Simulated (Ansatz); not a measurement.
**A frame of liquid (K,Li)2CO3 from 900 K (180 atoms): geometry optimisation**

How does a frame of liquid (K,Li)2CO3 from 900 K (180 atoms) relax, and what do bonds, charges and levels look like afterwards?

Calculated with Ansatz 0.2.0; Kohn-Sham DFT, PBE, PAW (set soft_2), plane waves.

**1. Starting point**

The cell holds 180 atoms: 30 C, 90 O, 23 K and 37 Li. Cell: a = 13.627 Å, b = 13.627 Å, c = 13.627 Å, α = 90.0°, β = 90.0°, γ = 90.0°. 23 K+, 37 Li+, 30 CO3 2- placed at random, at 1.94 g/cm³; overlaps pushed apart, then 10 ps at 1300 K with harmonic planar carbonate ions with charges +1 on C and -1 on O; Joung-Cheatham ions (J. Phys. Chem. B 112, 9020 (2008)); charges of ions scaled by 0.8. Snapshot after 20 ps at 900 K and fixed volume. The starting density is a measured one.

Before any run, some limits are plain. The starting topology of bonds comes from the classical model. The Brillouin zone is sampled at Γ only, in a cell whose shortest periodic width is 14 Å.

**2. Single point at the start**

The forces at the start show how far the geometry lies from a minimum of this functional.

Input file input.yaml:

```yaml
crystal:
  lattice:
    - [13.62692, 0.0, 0.0]
    - [0.0, 13.62692, 0.0]
    - [0.0, 0.0, 13.62692]
  atoms:
    - { symbol: C, position: [0.10428, 0.00336, 0.90587] }
    - { symbol: O, position: [0.12764, 0.97007, 0.82532] }
    - { symbol: O, position: [0.03351, 0.06578, 0.90122] }
    - { symbol: O, position: [0.16305, 0.99837, 0.97718] }
    [... 170 atom lines left out ...]
    - { symbol: Li, position: [0.1177, 0.09707, 0.76471] }
    - { symbol: Li, position: [0.24409, 0.86435, 0.78736] }
    - { symbol: Li, position: [0.79752, 0.8363, 0.72421] }
    - { symbol: Li, position: [0.13307, 0.62448, 0.2181] }
    - { symbol: Li, position: [0.59571, 0.13712, 0.55677] }
    - { symbol: Li, position: [0.39983, 0.02367, 0.9528] }
kpoints:
  mp_grid: { grid: [1, 1, 1] }
hamiltonian:
  xc: pbe
scf:
  occupations: { method: gaussian, width: 0.025 }
output:
  forces: true
  stress: true
  populations: true
  dos:
    method: { smearing: { sigma: 0.1 } }
    de: 0.1
    projected: { site_lists: { C: [C], K: [K], Li: [Li], O: [O] } }
  eigenvalues: true
```

Launch:

```
ansatz run input.yaml --threads 4 --pin off --max-ram 8192MiB --backend cpu --events-out ev --progress --plain --runs-dir out
```

Run time: 48 s. Hardware: 4 threads of Intel Xeon Platinum 8488C (Sapphire Rapids), shared host; peak memory 4.3 GiB; 3 min of CPU time.

Read from the output:

* free energy: -101603.3082 eV
* free energy per atom: -564.4628 eV/atom
* SCF cycles: 10
* pressure: 5.78 GPa
* r.m.s. force component: 2.401 eV/Å
* longest force: 14.63 eV/Å
* Fermi energy: 4.5 eV
* gap (highest filled to lowest empty level): 2.097 eV
* spilling of the projection: 0.009341

The r.m.s. force component of 2.4 eV/Å and the pressure of 5.8 GPa set the starting point.

Neighbours are counted within 2.58 Å (O-Li), 1.73 Å (O-C), 3.23 Å (O-K).

Length of the force by element and coordination:

```
element  coordination  atoms  mean length of the force (eV/Å)  spread   least    most
      C           all     30                             5.10    1.85    2.34    9.77
      K           all     23                            0.534   0.232  0.0797    1.13
      K             3      2                            0.379  0.0669   0.312   0.446
      K             4      2                            0.680   0.281   0.399   0.961
      K             5      6                            0.608   0.236   0.480    1.13
      K             6     12                            0.536   0.184   0.117   0.798
      K             7      1                           0.0797       0  0.0797  0.0797
     Li           all     37                            0.713   0.283   0.168    1.34
     Li             2      1                            0.656       0   0.656   0.656
     Li             3      3                            0.866   0.291   0.464    1.15
     Li             4     14                            0.669    0.25   0.173    1.06
     Li             5     18                            0.755   0.280   0.224    1.34
     Li             6      1                            0.168       0   0.168   0.168
      O           all     90                             4.10    2.76    0.28    14.6
      O             2      3                             2.99   0.945    1.70    3.94
      O             3     13                             3.01    1.47   0.651    5.81
      O             4     41                             4.21    2.83   0.796    14.6
      O             5     31                             4.39    3.03    0.28    13.2
      O             6      2                             6.37    1.94    4.43    8.31
```

**3. Relaxation**

The atoms are relaxed in the fixed cell, aiming at the force tolerance of the input.

input.yaml, the sections that differ from step 2:

```yaml
output:
  forces: true
relax:
  f_tol: 0.05
  max_steps: 176
# crystal, kpoints, hamiltonian, scf: as in step 2
```

Run time: 39 min. Hardware: 4 threads; peak memory 4.2 GiB.

Step by step (22 of 103):

```
step  energy less that of the first step (eV)  largest force component (eV/Å)
   1                                   0.0000                         11.0746
   6                                 -34.5321                          1.1666
  11                                 -37.9015                          0.5595
  16                                 -38.7381                          0.5981
  20                                 -39.0237                          0.3088
  25                                 -39.4311                          0.2527
  30                                 -39.6639                          0.1374
  35                                 -39.9459                          0.3647
  40                                 -40.0160                          0.1289
  45                                 -40.2395                          0.4599
  50                                 -40.5080                          0.5384
  54                                 -40.5974                          0.1617
  59                                 -40.6960                          0.1605
  64                                 -40.7918                          0.1140
  69                                 -40.9022                          0.2982
  74                                 -40.9855                          0.1217
  79                                 -41.0357                          0.0688
  84                                 -41.0603                          0.1704
  88                                 -41.0798                          0.6094
  93                                 -41.3144                          0.1056
  98                                 -41.3488                          0.0597
 103                                 -41.3581                          0.0349
```

Relaxation steps 69, 72, 77, 85, 96, 102 were tried and not accepted.

The atoms that moved most (Å):

```csv
atom,dx,dy,dz,length
K127,0.119,3.322,0.436,3.353
O15,1.476,0.940,-2.188,2.802
Li152,0.134,-2.079,-0.206,2.094
Li155,-0.572,-1.756,0.283,1.868
O14,1.190,1.428,-0.178,1.867
Li166,-1.550,0.913,0.287,1.821
Li176,-0.677,0.066,1.665,1.799
Li171,-1.783,-0.071,-0.176,1.793
```

The relaxation changed the energy by -230 meV/atom, and atoms moved by 0.93 Å r.m.s., 3.4 Å at most.

**4. Distances and neighbours after relaxation**

Bonds before and after, by the cutoffs listed below:

```csv
pair,bonds before,bonds after,mean before (Å),mean after (Å),spread before (Å),spread after (Å)
O-Li,137,146,2.103,1.994,0.126,0.097
O-C,90,90,1.271,1.299,0.050,0.011
O-K,144,151,2.910,2.879,0.248,0.184
```

Density 1.94 g/cm³, 14.06 Å³ an atom.

Pair distribution functions g(r), in bins of 0.2 Å:

```
r (Å)  total   O-O  O-Li    O-C   O-K  Li-Li  Li-C
 1.20   2.14  0.00  0.00  12.85  0.00   0.00  0.00
 1.40   1.21  0.00  0.00   7.20  0.00   0.00  0.00
 1.60   0.00  0.00  0.00   0.00  0.00   0.00  0.00
 1.80   0.32  0.00  1.57   0.00  0.00   0.00  0.00
 2.00   1.74  0.00  8.46   0.00  0.00   0.00  0.00
 2.20   1.35  4.42  1.08   0.00  0.00   0.00  0.37
 2.40   0.30  0.00  0.30   0.00  0.00   0.24  3.34
 2.60   0.43  0.00  0.04   0.00  1.58   2.18  1.89
 2.80   0.94  0.10  0.23   0.00  4.69   0.77  3.46
 3.00   0.93  0.91  0.40   0.08  1.58   1.82  4.17
 3.20   1.17  1.69  0.74   0.15  1.00   2.15  0.82
 3.40   1.00  1.24  0.83   0.80  0.41   0.65  0.40
 3.60   1.23  1.03  1.62   1.34  0.78   0.68  0.49
 3.80   0.97  0.88  1.17   1.24  0.54   1.01  0.25
 4.00   1.14  0.75  1.55   1.49  1.01   0.91  0.50
 4.20   0.92  0.65  0.90   1.70  0.85   0.91  0.31
 4.40   1.02  1.02  0.68   1.43  1.36   0.76  0.42
 4.60   0.96  0.82  0.83   0.99  1.36   0.90  0.95
 4.80   0.98  1.19  0.83   0.91  1.27   0.89  0.79
 5.00   0.96  1.33  0.72   0.99  0.76   0.94  0.83
 5.20   1.00  1.36  0.89   0.73  0.65   1.57  0.83
 5.40   1.03  1.12  0.93   1.03  0.95   1.11  1.15
 5.60   1.00  0.98  1.10   1.21  0.78   1.04  0.95
 5.80   0.98  0.91  1.02   1.06  1.01   0.97  1.04
 6.00   1.08  0.99  1.16   1.21  1.00   0.78  1.33
 6.20   0.99  0.81  1.03   1.06  0.86   0.99  1.21
 6.40   1.01  0.88  1.09   0.99  1.01   1.04  1.22
 6.60   0.99  0.98  1.09   0.92  0.81   0.68  1.20
```

Bonds by pair of elements; cutoffs follow the first minimum of g(r), held within bounds set by covalent radii, and pairs that aren't listed don't count as bonded:

```
pair A-B  cutoff (Å)  bonds  mean length (Å)  spread (Å)  shortest (Å)  B about A  A about B
    O-Li        2.38    146             1.99       0.097          1.79       1.62       3.95
     O-C        1.73     90             1.30       0.011          1.28          1          3
     O-K        3.38    151             2.88       0.184          2.59       1.68       6.57
```

How many atoms have how many bonded neighbours:

```csv
element,mean,2,3,4,5,6,7,8,9
C,3,0,30,0,0,0,0,0,0
K,6.57,0,0,0,4,9,4,5,1
Li,3.95,0,8,23,6,0,0,0,0
O,4.3,1,9,45,32,3,0,0,0
```

Bond angles (no mean is given where the spread exceeds 20°):

```csv
angle,count,mean (°),spread (°)
O-Li-O,222,-,-
K-O-Li,194,-,-
C-O-K,151,-,-
C-O-Li,146,-,-
```

Bond length by coordination (bonds to H left out):

```
element  coordination  atoms  mean bond length (Å)
      K             5      4                  2.79
      K             6      9                  2.85
      K             7      4                  2.87
      K             8      5                  2.92
      K             9      1                  3.03
     Li             3      8                  1.93
     Li             4     23                  1.98
     Li             5      6                  2.09
      O             2      1                  1.62
      O             3      9                  1.81
      O             4     45                  2.09
      O             5     32                  2.32
      O             6      3                  2.44
```

With the cutoffs above, all C atoms have 3, 39 % of K atoms have 6, 62 % of Li atoms have 4 and 50 % of O atoms have 4 bonded neighbours.

**5. Single point at the relaxed geometry**

One more single point at the end of the walk gives the fuller output and checks the residual forces.

Input file input.yaml:

```yaml
crystal:
  lattice:
    - [13.62692, 0.0, 0.0]
    - [0.0, 13.62692, 0.0]
    - [0.0, 0.0, 13.62692]
  atoms:
    - { symbol: C, position: [0.11344, 0.01816, 0.898] }
    - { symbol: O, position: [0.13446, 0.96658, 0.82053] }
    - { symbol: O, position: [0.0633, 0.09895, 0.88526] }
    - { symbol: O, position: [0.13902, 0.98831, 0.9834] }
    [... 170 atom lines left out ...]
    - { symbol: Li, position: [0.12476, 0.09586, 0.74756] }
    - { symbol: Li, position: [0.1944, 0.86918, 0.90956] }
    - { symbol: Li, position: [0.78263, 0.83234, 0.69605] }
    - { symbol: Li, position: [0.16443, 0.59689, 0.22232] }
    - { symbol: Li, position: [0.63518, 0.15863, 0.51557] }
    - { symbol: Li, position: [0.36916, 0.02723, 0.94089] }
kpoints:
  mp_grid: { grid: [1, 1, 1] }
hamiltonian:
  xc: pbe
scf:
  occupations: { method: gaussian, width: 0.025 }
output:
  forces: true
  stress: true
  populations: true
  dos:
    method: { smearing: { sigma: 0.15 } }
    de: 0.1
    projected: { site_lists: { C: [C], K: [K], Li: [Li], O: [O] } }
  eigenvalues: true
  write_density: true
  write_potential: true
  volumetric_format: npy
```

Wall time 50 s (4 threads); peak memory 4.3 GiB; 3.1 min of CPU time.

Numbers from this run:

```
free energy                                      : -101644.6663 eV
free energy per atom                             : -564.6926 eV/atom
SCF cycles                                       : 9
pressure                                         : -0.06064 GPa
r.m.s. force component                           : 0.00569 eV/Å
longest force                                    : 0.03764 eV/Å
Fermi energy                                     : 4.292 eV
gap (highest filled to lowest empty level) : 3.832 eV
spilling of the projection                       : 0.008637
```

Löwdin charges by element and coordination (they lack the spilled electrons, 0.047 e an atom on average):

```
element  coordination  atoms  mean charge (e)  spread   least    most
      C           all     30            0.659  0.0124   0.639   0.683
      K           all     23            0.853  0.0096   0.833   0.873
      K             5      4            0.858  0.0048   0.853   0.866
      K             6      9            0.855  0.0111   0.833   0.873
      K             7      4            0.851  0.0041   0.846   0.855
      K             8      5            0.844   0.004   0.840   0.851
      K             9      1            0.865       0   0.865   0.865
     Li           all     37            0.771  0.0111   0.754   0.797
     Li             3      8            0.786  0.0098   0.771   0.797
     Li             4     23            0.769  0.0067   0.757   0.786
     Li             5      6            0.760   0.007   0.754   0.775
      O           all     90           -0.661   0.024  -0.724  -0.598
      O             2      1           -0.601       0  -0.601  -0.601
      O             3      9           -0.652  0.0153  -0.684  -0.632
      O             4     45           -0.657  0.0235  -0.720  -0.598
      O             5     32           -0.671  0.0219  -0.724  -0.633
      O             6      3           -0.658  0.0245  -0.693  -0.640
```

States in the cell by windows of 1 eV, zero at the Fermi level; the larger projections on atomic orbitals stand beside the total:

```
from (eV)  to (eV)  total    O p   C p   O s
      -10       -9   51.5   28.5   0.3  14.4
       -9       -8   61.0   40.0  10.9   7.4
       -8       -7  118.9   74.4  30.4  10.8
       -7       -6    1.1    0.7   0.4   0.0
       -6       -5    1.3    1.2   0.0   0.0
       -5       -4   91.1   86.0   0.2   0.3
       -4       -3  148.4  144.1   0.2   0.2
       -3       -2   52.3   51.4   0.0   0.0
       -2       -1    6.9    6.8   0.0   0.0
       -1        1    0.0    0.0   0.0   0.0
        1        2    1.7    0.0   0.0   0.3
        2        3   16.4    2.2   2.9   1.1
        3        4   72.1   20.6  25.2   1.8
        4        5   41.1    3.1   2.7   1.8
```

Between -26 and -10 eV lie 325 more states.

The stored curve holds about 858 of the 978 electrons; the rest, give or take the few that broadening carries across the Fermi level, lie in deeper levels below its range.

The levels nearest the highest filled one (over half full), pooled over k-points and spins:

| level less the highest filled one (eV) | occupation |
| --- | --- |
| -0.139 | 2 |
| -0.0385 | 2 |
| -0.0274 | 2 |
| -0.0235 | 2 |
| -0.0179 | 2 |
| 0 | 2 |
| 3.83 | 0 |
| 4.48 | 0 |
| 4.58 | 0 |
| 4.62 | 0 |
| 4.65 | 0 |
| 4.78 | 0 |

Mean Löwdin charges: C +0.66, K +0.85, Li +0.77, O -0.66 e (they miss 0.86 % of the electrons, so they add up to more than the cell's charge).

1 further run on a deliberately doubtful input is not shown.

**6. What came out**

```json
{
 "energy change in the relaxation": "-229.8 meV/atom",
 "r.m.s. displacement": "0.926 Å",
 "largest displacement": "3.353 Å",
 "free energy per atom": "-564.6926 eV/atom",
 "pressure": "-0.06064 GPa",
 "r.m.s. force component": "0.00569 eV/Å",
 "gap (highest filled to lowest empty level)": "3.832 eV",
 "wall time of the 3 DFT runs": "41 min"
}
```

What this shows: Relaxation lowers the energy by 230 meV/atom and moves atoms by 0.93 Å r.m.s.; the r.m.s. force component goes from 2.4 to 0.0057 eV/Å, the pressure goes from 5.8 to -0.061 GPa, and the gap from 2.10 to 3.83 eV. By the final cutoffs 64 of 371 bonded pairs parted and 80 joined. First to last step the energy falls by 41.358 eV; the largest move, 3.35 Å, is that of K127. The O-Li bonds change most in mean length: from 2.103 Å (spread 0.126) to 1.994 Å (spread 0.097), and their number from 137 to 146. With the cutoffs above, all C atoms have 3, 39 % of K atoms have 6, 62 % of Li atoms have 4 and 50 % of O atoms have 4 bonded neighbours. Between filled and empty levels lie 3.83 eV (at Γ alone); a semilocal functional tends to put such gaps too low. In a disordered cell it changes from sample to sample and from frame to frame.

**Limits.** The starting topology of bonds comes from the classical model; in DFT 64 of its 371 bonded pairs passed out of the cutoffs and 80 came within them.

[Logs are printed without paths, hosts, clocks, repeated set-up lines and the standing remarks that a program may print on its own settings, such as how far it seeks lower states.]

[Hosts, paths, dates, database ids (printed as entryN), source tags and the programs' standing remarks are cut or masked in the printed files.]
